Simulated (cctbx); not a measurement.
# A crystallographic session in cctbx: Pr3RuN

Library: cctbx 2025.11. The data are simulated by the first script.

## 1. Simulate the data

run.py:

```python
from cctbx import adptbx, crystal, miller, sgtbx, xray
from cctbx.array_family import flex
from iotbx.shelx import hklf
from scitbx import matrix
import scitbx.random

cs = crystal.symmetry(unit_cell=(4.905, 4.905, 4.905, 90, 90, 90), space_group_symbol='Hall: -P 4 2 3')  # Pm-3m
atoms = [  # label, site, U (iso, or U11 U22 U33 U12 U13 U23 in A^2), occupancy
    ("Pr1", (0, 0, 0.5), 0.0185, 1),
    ("Ru1", (0.5, 0.5, 0.5), 0.0186, 1),
    ("N1", (0, 0, 0), 0.0314, 1),
]
xs = xray.structure(crystal_symmetry=cs)
for label, site, u, occ in atoms:
    u = adptbx.u_cif_as_u_star(cs.unit_cell(), u) if isinstance(u, tuple) else u
    xs.add_scatterer(xray.scatterer(label, site=site, u=u, occupancy=occ))
xs.set_inelastic_form_factors(1.3414, "sasaki")
xs.show_summary()
p1 = xs.expand_to_p1()
ms = miller.build_set(p1, anomalous_flag=True, d_min=0.8)
flex.set_random_seed(435358)
scitbx.random.set_random_seed(435358)
ms = ms.select(flex.random_double(ms.size()) < 0.7)
i = ms.structure_factors_from_scatterers(p1, algorithm="direct").f_calc().as_intensity_array().data()
i = i * 40000 / flex.max(i)
sig = flex.sqrt(i + flex.pow2(0.06 * i) + 8 ** 2)
noise = scitbx.random.variate(scitbx.random.normal_distribution())(i.size())
data = ms.array(data=i + sig * noise, sigmas=sig).set_observation_type_xray_intensity()
with open("data.hkl", "w") as f:
    data.export_as_shelx_hklf(f)
print("reflections written:", data.size(), " <I/sigma> = %.1f" % flex.mean(data.data() / data.sigmas()))
for h, a, b in list(data.sort("data"))[:12]:
    print("%4d%4d%4d %9.1f %7.1f" % (h + (a, b)))
```

```console
$ python run.py
```

```text
Number of scatterers: 3
At special positions: 3
Unit cell: (4.905, 4.905, 4.905, 90, 90, 90)
Space group: P m -3 m (No. 221)
reflections written: 670  <I/sigma> = 8.8
  -1  -1   1   43565.2  2408.3
   1   1   1   43164.0  2408.3
  -1   1   1   43152.6  2408.3
   0   2   0   41795.3  2392.9
   0   0  -2   40925.7  2392.9
  -1  -1  -1   40864.3  2408.3
   1   1  -1   40304.2  2408.3
   0  -2   0   38447.9  2392.9
  -2   0   0   37552.0  2392.9
   0   0   2   36468.8  2392.9
   0  -2  -2   29770.2  1641.6
  -2  -2   0   29105.8  1641.6
```

Run time: 0.34 s on 1 thread of Arm Neoverse N1 (shared host), peak memory 0.07 GiB.

## 2. Symmetry

run.py:

```python
from cctbx import crystal, sgtbx, statistics
from cctbx.array_family import flex
from iotbx.shelx import hklf

p1 = crystal.symmetry(unit_cell=(4.905, 4.905, 4.905, 90, 90, 90), space_group_symbol="P 1")
raw = hklf.reader(file_name="data.hkl").as_miller_arrays(crystal_symmetry=p1, anomalous=True)[0]
print(raw.size(), "reflections to d = %.3f A" % raw.d_min())
isig = raw.data() / raw.sigmas()
print("centring   violations  <I/sigma> of those")
best = "P"
for c in "ABCIRF":
    a = raw.customized_copy(space_group_info=sgtbx.space_group_info("Hall: %s 1" % c)).sys_absent_flags().data()
    m = flex.mean(isig.select(a))
    print("%5s %10d of %5d %8.1f" % (c, (isig.select(a) > 4).count(True), a.count(True), m))
    if (isig.select(a) > 4).count(True) < 0.01 * a.count(True):
        best = c
raw = raw.select(~raw.customized_copy(space_group_info=sgtbx.space_group_info("Hall: %s 1" % best)).sys_absent_flags().data())
isig = raw.data() / raw.sigmas()
rows = []
for s in sgtbx.space_group_symbol_iterator():
    g = sgtbx.space_group(s)
    if g.conventional_centring_type_symbol() != best or not g.is_compatible_unit_cell(p1.unit_cell(), 1e-3, 0.02):
        continue
    rows.append((s, g))
print("Laue class    unique    Rint  (classes that these axes allow; Friedel mates merged)")
rint = {}
for s, g in rows:
    laue = g.build_derived_patterson_group()
    key = laue.type().hall_symbol()
    if key not in rint:
        m = raw.customized_copy(space_group_info=laue.info(), anomalous_flag=False).merge_equivalents()
        rint[key] = m.r_int()
        print("%-14s %6d %7.3f" % (laue.type().lookup_symbol(), m.array().size(), m.r_int()))
floor = min(rint.values())
good = [(s, g) for s, g in rows if rint[g.build_derived_patterson_group().type().hall_symbol()] < 2 * floor + 0.03]
top = max(g.build_derived_patterson_group().order_z() for s, g in good)
print("space group    extra absences  I>4sigma  <I/sigma>")
for s, g in good:
    laue = g.build_derived_patterson_group()
    if laue.order_z() != top:
        continue
    a = raw.customized_copy(space_group_info=g.info()).sys_absent_flags().data()
    a &= ~raw.customized_copy(space_group_info=laue.info()).sys_absent_flags().data()
    bad = (isig.select(a) > 4).count(True)
    if bad <= 0.03 * a.count(True):
        print("%-16s %8d %10d %9s  %s" % (s.universal_hermann_mauguin(), a.count(True), bad, "%.1f" % flex.mean(isig.select(a)) if a.count(True) else "-", "centric" if g.is_centric() else "acentric"))
laue = max(good, key=lambda t: t[1].build_derived_patterson_group().order_z())[1].build_derived_patterson_group()
f = raw.customized_copy(space_group_info=laue.info(), anomalous_flag=False).merge_equivalents().array().eliminate_sys_absent().f_sq_as_f()
f.set_observation_type_xray_amplitude()
bins = max(3, min(8, f.size() // 12))
f.setup_binner(n_bins=bins)
w = statistics.wilson_plot(f, {e: n / laue.order_z() for e, n in {'Pr': 3.0, 'Ru': 1.0, 'N': 1.0}.items()}, e_statistics=True)
print("Wilson B = %.2f A^2   <|E^2-1|> = %.3f (0.968 centric, 0.736 acentric)   E^2>4: %.1f %%" % (w.wilson_b, w.mean_e_sq_minus_1, w.percent_e_sq_gt_2))
print("shell (A)         n   <I/sigma>")
m = raw.customized_copy(space_group_info=laue.info(), anomalous_flag=False).merge_equivalents().array().eliminate_sys_absent()
for b in m.setup_binner(n_bins=bins).range_used():
    sel = m.binner().selection(b)
    print("%5.2f - %4.2f %6d %8.1f" % (min(m.binner().bin_d_range(b)[0] if m.binner().bin_d_range(b)[0] > 0 else 99, 99), m.binner().bin_d_range(b)[1], sel.count(True), flex.mean((m.data() / m.sigmas()).select(sel))))
```

```console
$ python run.py
```

```text
670 reflections to d = 0.806 A
centring   violations  <I/sigma> of those
    A        260 of   333      5.9
    B        255 of   317      6.0
    C        253 of   318      5.9
    I        312 of   332      9.6
    R        378 of   450      8.6
    F        384 of   484      5.9
Laue class    unique    Rint  (classes that these axes allow; Friedel mates merged)
P -1              433   0.036
P 1 2/m 1         262   0.040
P 1 1 2/m         258   0.041
P 2/m 1 1         258   0.042
P m m m           163   0.044
P 4/m             136   0.046
P 4/m m m          96   0.046
R -3 :R           160   0.044
R -3 m :R         103   0.045
P m -3             58   0.048
P m -3 m           42   0.048
space group    extra absences  I>4sigma  <I/sigma>
P 4 3 2                 0          0         -  acentric
P -4 3 m                0          0         -  acentric
P m -3 m                0          0         -  centric
Wilson B = 1.46 A^2   <|E^2-1|> = 0.876 (0.968 centric, 0.736 acentric)   E^2>4: 0.0 %
shell (A)         n   <I/sigma>
 4.91 - 1.16     17     33.8
 1.16 - 0.92     13     34.7
 0.92 - 0.81     12     30.4
```

Time: 0.59 s.

## 3. Patterson map

run.py:

```python
from cctbx import crystal, maptbx
from iotbx.shelx import hklf

cs = crystal.symmetry(unit_cell=(4.905, 4.905, 4.905, 90, 90, 90), space_group_symbol='Hall: -P 4 2 3')  # Pm-3m
raw = hklf.reader(file_name="data.hkl").as_miller_arrays(crystal_symmetry=cs, anomalous=True)[0]
merged = raw.eliminate_sys_absent().merge_equivalents()
fo2 = merged.array().set_observation_type_xray_intensity()
f = fo2.average_bijvoet_mates().f_sq_as_f()
pm = f.patterson_map(symmetry_flags=maptbx.use_space_group_symmetry, sharpening=True, resolution_factor=0.25)
peaks = pm.peak_search(parameters=maptbx.peak_search_parameters(min_distance_sym_equiv=0.4, max_clusters=14)).all()
top = peaks.heights()[0]
print("Patterson group", f.patterson_symmetry().space_group_info())
print("      u       v       w   height  length (A)")
for x, h in zip(peaks.sites(), peaks.heights()):
    y = [t - round(t) for t in x]
    print("%7.3f %7.3f %7.3f %8.1f %8.2f" % (x + (1000 * h / top, cs.unit_cell().length(y))))
```

```console
$ python run.py
```

```text
Patterson group P m -3 m
      u       v       w   height  length (A)
  0.000   0.000   0.000   1000.0     0.00
  0.000   0.500   0.500    921.3     3.47
  0.000   0.268   0.500     93.4     2.78
  0.000   0.000   0.235     93.2     1.15
  0.235   0.500   0.500     89.5     3.65
  0.409   0.409   0.409     52.5     3.48
  0.099   0.099   0.402     50.4     2.09
  0.129   0.370   0.370     47.9     2.64
  0.129   0.129   0.129     46.3     1.09
  0.183   0.323   0.500     41.6     3.06
  0.000   0.160   0.160     40.2     1.11
  0.000   0.321   0.321     35.0     2.23
  0.338   0.338   0.338     29.5     2.87
  0.247   0.247   0.247     28.3     2.10
```

Time: 0.37 s.

## 4. Charge flipping

run.py:

```python
import itertools
from cctbx import crystal, maptbx
from cctbx.array_family import flex
from iotbx.shelx import hklf
from smtbx.ab_initio import charge_flipping as cf

cs = crystal.symmetry(unit_cell=(4.905, 4.905, 4.905, 90, 90, 90), space_group_symbol='Hall: -P 4 2 3')  # Pm-3m
raw = hklf.reader(file_name="data.hkl").as_miller_arrays(crystal_symmetry=cs, anomalous=True)[0]
merged = raw.eliminate_sys_absent().merge_equivalents()
fo2 = merged.array().set_observation_type_xray_intensity()
f = fo2.average_bijvoet_mates().f_sq_as_f().resolution_filter(d_min=0.8)
p1 = f.expand_to_p1()
work = p1
flex.set_random_seed(74344)
it = cf.weak_reflection_improved_iterator(delta=None, weak_reflection_fraction=0.2)
it.start(work, phases=flex.random_double(p1.size()) * 6.2832, f_000=0)
it.delta = 1.1 * it.rho_map.sigma()
print("cycle      R  skewness")
for n, st in enumerate(itertools.islice(it, 200)):
    if n % 16 == 0:
        print("%5d %6.3f %8.2f" % (n, st.r1_factor(), st.rho_map.skewness()))
rho = p1.phase_transfer(it.f_calc).fft_map().apply_volume_scaling()
polish = cf.low_density_elimination_iterator(constant_rho_c=rho.sigma())
polish.start(f_obs=p1, phases=it.f_calc, f_000=0)
for _ in range(8):
    next(polish)
print("origin shift          correlation  skewness")
maps = []
for fc, shift, cc in itertools.islice(cf.f_calc_symmetrisations(f, polish.f_calc, 0), 4):
    m = f.phase_transfer(fc).fft_map(symmetry_flags=maptbx.use_space_group_symmetry, resolution_factor=0.25).apply_sigma_scaling()
    maps.append((m.skewness(), cc, m))
    print("%6.3f %6.3f %6.3f %10.3f %9.2f" % (tuple(shift) + (cc, m.skewness())))
skew, cc, m = max((t for t in maps if t[1] > maps[0][1] - 0.04), key=lambda t: t[0])
print("taken: symmetry correlation %.3f, skewness %.2f" % (cc, skew))
peaks = m.peak_search(parameters=maptbx.peak_search_parameters(min_distance_sym_equiv=0.9, max_clusters=8)).all()
sps = cs.special_position_settings(min_distance_sym_equiv=0.5)
print("peak      x       y       z  mult  height/sigma")
for k, (x, h) in enumerate(zip(peaks.sites(), peaks.heights())):
    ss = sps.site_symmetry(x)
    print("Q%-3d %7.4f %7.4f %7.4f %4d %8.1f" % ((k + 1,) + tuple(t % 1 for t in ss.exact_site()) + (ss.multiplicity(), h)))
```

```console
$ python run.py
```

```text
cycle      R  skewness
    0  0.513     0.74
   16  0.180     5.27
   32  0.164     4.99
   48  0.170     4.92
   64  0.167     4.87
   80  0.155     4.78
   96  0.163     4.79
  112  0.172     4.85
  128  0.161     4.74
  144  0.165     4.81
  160  0.173     4.91
  176  0.166     4.82
  192  0.173     4.83
origin shift          correlation  skewness
 0.001  0.548  0.037      0.890      4.89
 0.001  0.548  0.536      0.890      4.92
 0.001  0.048  0.037      0.890      4.83
 0.092  0.918  0.498      0.917     -0.04
taken: symmetry correlation 0.890, skewness 4.92
peak      x       y       z  mult  height/sigma
Q1    0.0000  0.0000  0.5000    3     12.3
Q2    0.5000  0.5000  0.5000    1     10.1
Q3    0.1375  0.1375  0.3759   24      1.4
Q4    0.0000  0.0000  0.0000    1      1.1
Q5    0.3629  0.3629  0.3629    8      1.0
Q6    0.2494  0.2494  0.2494    8      1.0
Q7    0.1130  0.1130  0.1130    8      0.8
Q8    0.0000  0.5000  0.5000    3      0.7
```

Time: 1.9 s.

## 5. Refinement (model from the peaks)

run.py:

```python
import math
from cctbx import adptbx, crystal, maptbx, sgtbx, xray
from cctbx.array_family import flex
from cctbx.xray import observations
from iotbx.shelx import hklf
from scitbx.lstbx import normal_eqns_solving
from smtbx import absolute_structure, utils
from smtbx.refinement import constraints, least_squares

cs = crystal.symmetry(unit_cell=(4.905, 4.905, 4.905, 90, 90, 90), space_group_symbol='Hall: -P 4 2 3')  # Pm-3m
atoms = [  # label, site, U (iso, or U11 U22 U33 U12 U13 U23 in A^2), occupancy
    ("Pr1", (0, 0, 0.5), 0.0200, 1),
    ("Ru1", (0.5, 0.5, 0.5), 0.0200, 1),
    ("N1", (0, 0, 0), 0.0200, 1),
]
xs = xray.structure(crystal_symmetry=cs)
for label, site, u, occ in atoms:
    u = adptbx.u_cif_as_u_star(cs.unit_cell(), u) if isinstance(u, tuple) else u
    xs.add_scatterer(xray.scatterer(label, site=site, u=u, occupancy=occ))
xs.set_inelastic_form_factors(1.3414, "sasaki")
raw = hklf.reader(file_name="data.hkl").as_miller_arrays(crystal_symmetry=cs, anomalous=True)[0]
merged = raw.eliminate_sys_absent().merge_equivalents()
fo2 = merged.array().set_observation_type_xray_intensity()
print("Rint %.3f, %d unique reflections to %.2f A" % (merged.r_int(), fo2.size(), fo2.d_min()))
for sc in xs.scatterers():
    sc.flags.set_grad_site(True)
    sc.flags.set_grad_u_aniso(sc.flags.use_u_aniso())
    sc.flags.set_grad_u_iso(sc.flags.use_u_iso())
obs = fo2.as_xray_observations()
extra = {}
rep = constraints.reparametrisation(xs, [], utils.connectivity_table(xs), **extra)
ls = least_squares.crystallographic_ls(obs, rep, weighting_scheme=least_squares.mainstream_shelx_weighting(a=0, b=0))
print("cycle     R1     wR2    GooF  max shift (A)")
for cycle in range(6):
    ls.build_up()
    r1, wr2, goof = ls.r1_factor(cutoff_factor=2)[0], ls.wR2(), ls.goof()
    old = xs.sites_cart()
    normal_eqns_solving.levenberg_marquardt_iterations(ls, n_max_iterations=3, tau=0.0001, step_threshold=1e-7)
    big = flex.max((xs.sites_cart() - old).norms())
    print("%4d %7.4f %7.4f %7.3f %9.5f" % (cycle + 1, r1, wr2, goof, big))
    ls.build_up(objective_only=True)
    if abs(ls.wR2() - wr2) < 5e-5 and big < 5e-4:
        break
ls.build_up()
print("final R1 %.4f wR2 %.4f GooF %.3f  parameters %d  data/parameter %.1f" % (ls.r1_factor(cutoff_factor=2)[0], ls.wR2(), ls.goof(), ls.n_parameters, fo2.size() / ls.n_parameters))
cov = ls.covariance_matrix_and_annotations()
su = dict(zip(cov.annotations, (math.sqrt(max(v, 0)) for v in cov.matrix.matrix_packed_u_diagonal())))
a2 = cs.unit_cell().reciprocal_parameters()[0] ** -2
print("atom        x        y        z      Ueq    occ   su(xyz)  su(Uiso or U11)")
for sc in xs.scatterers():
    s = max(su.get(sc.label + k, 0) for k in (".x", ".y", ".z"))
    npd = "" if sc.is_positive_definite_u(cs.unit_cell()) else "  NPD"
    print("%-5s %8.5f %8.5f %8.5f %8.4f %6.3f %8.5f %7.4f%s" % ((sc.label,) + sc.site + (sc.u_iso_or_equiv(cs.unit_cell()), sc.occupancy, s, su.get(sc.label + ".uiso", su.get(sc.label + ".u11", 0) * a2), npd)))
fo = fo2.f_sq_as_f()
fc = fo.structure_factors_from_scatterers(xs, algorithm="direct").f_calc()
diff = fo.f_obs_minus_f_calc(1 / math.sqrt(ls.scale_factor()), fc).average_bijvoet_mates()
m = diff.fft_map(symmetry_flags=maptbx.use_space_group_symmetry, resolution_factor=0.25).apply_volume_scaling()
print("difference map: max %.2f min %.2f rms %.2f" % (m.statistics().max(), m.statistics().min(), m.statistics().sigma()))
peaks = m.peak_search(parameters=maptbx.peak_search_parameters(min_distance_sym_equiv=0.6, max_clusters=5)).all()
near = xs.closest_distances(peaks.sites(), distance_cutoff=4)
sps = cs.special_position_settings(min_distance_sym_equiv=0.5)
for k, (x, h) in enumerate(zip(peaks.sites(), peaks.heights())):
    ss = sps.site_symmetry(x)
    print("Q%-3d %7.4f %7.4f %7.4f %4d %7.2f  %.2f A from %s" % ((k + 1,) + tuple(t % 1 for t in ss.exact_site()) + (ss.multiplicity(), h, near.smallest_distances[k], xs.scatterers()[near.i_seqs[k]].label)))
```

```console
$ python run.py
```

```text
Rint 0.048, 42 unique reflections to 0.81 A
cycle     R1     wR2    GooF  max shift (A)
   1  0.0142  0.0392   1.535   0.00000
   2  0.0090  0.0212   0.829   0.00000
final R1 0.0090 wR2 0.0212 GooF 0.829  parameters 3  data/parameter 14.0
atom        x        y        z      Ueq    occ   su(xyz)  su(Uiso or U11)
Pr1    0.00000  0.00000  0.50000   0.0188  1.000  0.00000  0.0002
Ru1    0.50000  0.50000  0.50000   0.0188  1.000  0.00000  0.0002
N1     0.00000  0.00000  0.00000   0.0299  1.000  0.00000  0.0015
difference map: max 0.46 min -0.51 rms 0.12
Q1    0.2477  0.2477  0.2477    8    0.47  2.10 A from N1
Q2    0.3690  0.5000  0.5000    6    0.27  0.64 A from Ru1
Q3    0.0000  0.0000  0.3823    6    0.22  0.58 A from Pr1
Q4    0.1277  0.1277  0.3596   24    0.22  1.12 A from Pr1
Q5    0.5000  0.5000  0.5000    1    0.20  0.00 A from Ru1
```

Time: 0.53 s.

## 6. Refinement (anisotropic displacement)

run.py, as its changes from the last script of this kind:

```diff
@@ -12,3 +12,3 @@
-    ("Pr1", (0, 0, 0.5), 0.0200, 1),
-    ("Ru1", (0.5, 0.5, 0.5), 0.0200, 1),
-    ("N1", (0, 0, 0), 0.0200, 1),
+    ("Pr1", (0, 0, 0.5), 0.0188, 1),
+    ("Ru1", (0.5, 0.5, 0.5), 0.0188, 1),
+    ("N1", (0, 0, 0), 0.0299, 1),
@@ -20,0 +21 @@
+xs.convert_to_anisotropic()
@@ -34 +35 @@
-for cycle in range(6):
+for cycle in range(8):
@@ -38 +39 @@
-    normal_eqns_solving.levenberg_marquardt_iterations(ls, n_max_iterations=3, tau=0.0001, step_threshold=1e-7)
+    normal_eqns_solving.levenberg_marquardt_iterations(ls, n_max_iterations=3, tau=1e-06, step_threshold=1e-7)
@@ -59 +60 @@
-peaks = m.peak_search(parameters=maptbx.peak_search_parameters(min_distance_sym_equiv=0.6, max_clusters=5)).all()
+peaks = m.peak_search(parameters=maptbx.peak_search_parameters(min_distance_sym_equiv=0.6, max_clusters=6)).all()
```

```console
$ python run.py
```

```text
Rint 0.048, 42 unique reflections to 0.81 A
cycle     R1     wR2    GooF  max shift (A)
   1  0.0089  0.0212   0.840   0.00000
   2  0.0090  0.0210   0.834   0.00000
final R1 0.0090 wR2 0.0210 GooF 0.834  parameters 4  data/parameter 10.5
atom        x        y        z      Ueq    occ   su(xyz)  su(Uiso or U11)
Pr1    0.00000  0.00000  0.50000   0.0188  1.000  0.00000  0.0002
Ru1    0.50000  0.50000  0.50000   0.0188  1.000  0.00000  0.0002
N1     0.00000  0.00000  0.00000   0.0299  1.000  0.00000  0.0016
difference map: max 0.46 min -0.51 rms 0.12
Q1    0.2478  0.2478  0.2478    8    0.47  2.10 A from N1
Q2    0.3707  0.5000  0.5000    6    0.26  0.63 A from Ru1
Q3    0.1276  0.1276  0.3595   24    0.22  1.12 A from Pr1
Q4    0.5000  0.5000  0.5000    1    0.20  0.00 A from Ru1
Q5    0.0000  0.0000  0.3732    6    0.19  0.62 A from Pr1
Q6    0.3667  0.3667  0.3667    8    0.17  1.13 A from Ru1
```

It took 0.53 s on 1 thread of Arm Neoverse N1, on a shared host, peak memory 0.09 GiB.

[Logs are printed without paths, hosts, clocks, repeated set-up lines and the standing remarks that a program may print on its own settings, such as how far it seeks lower states.]
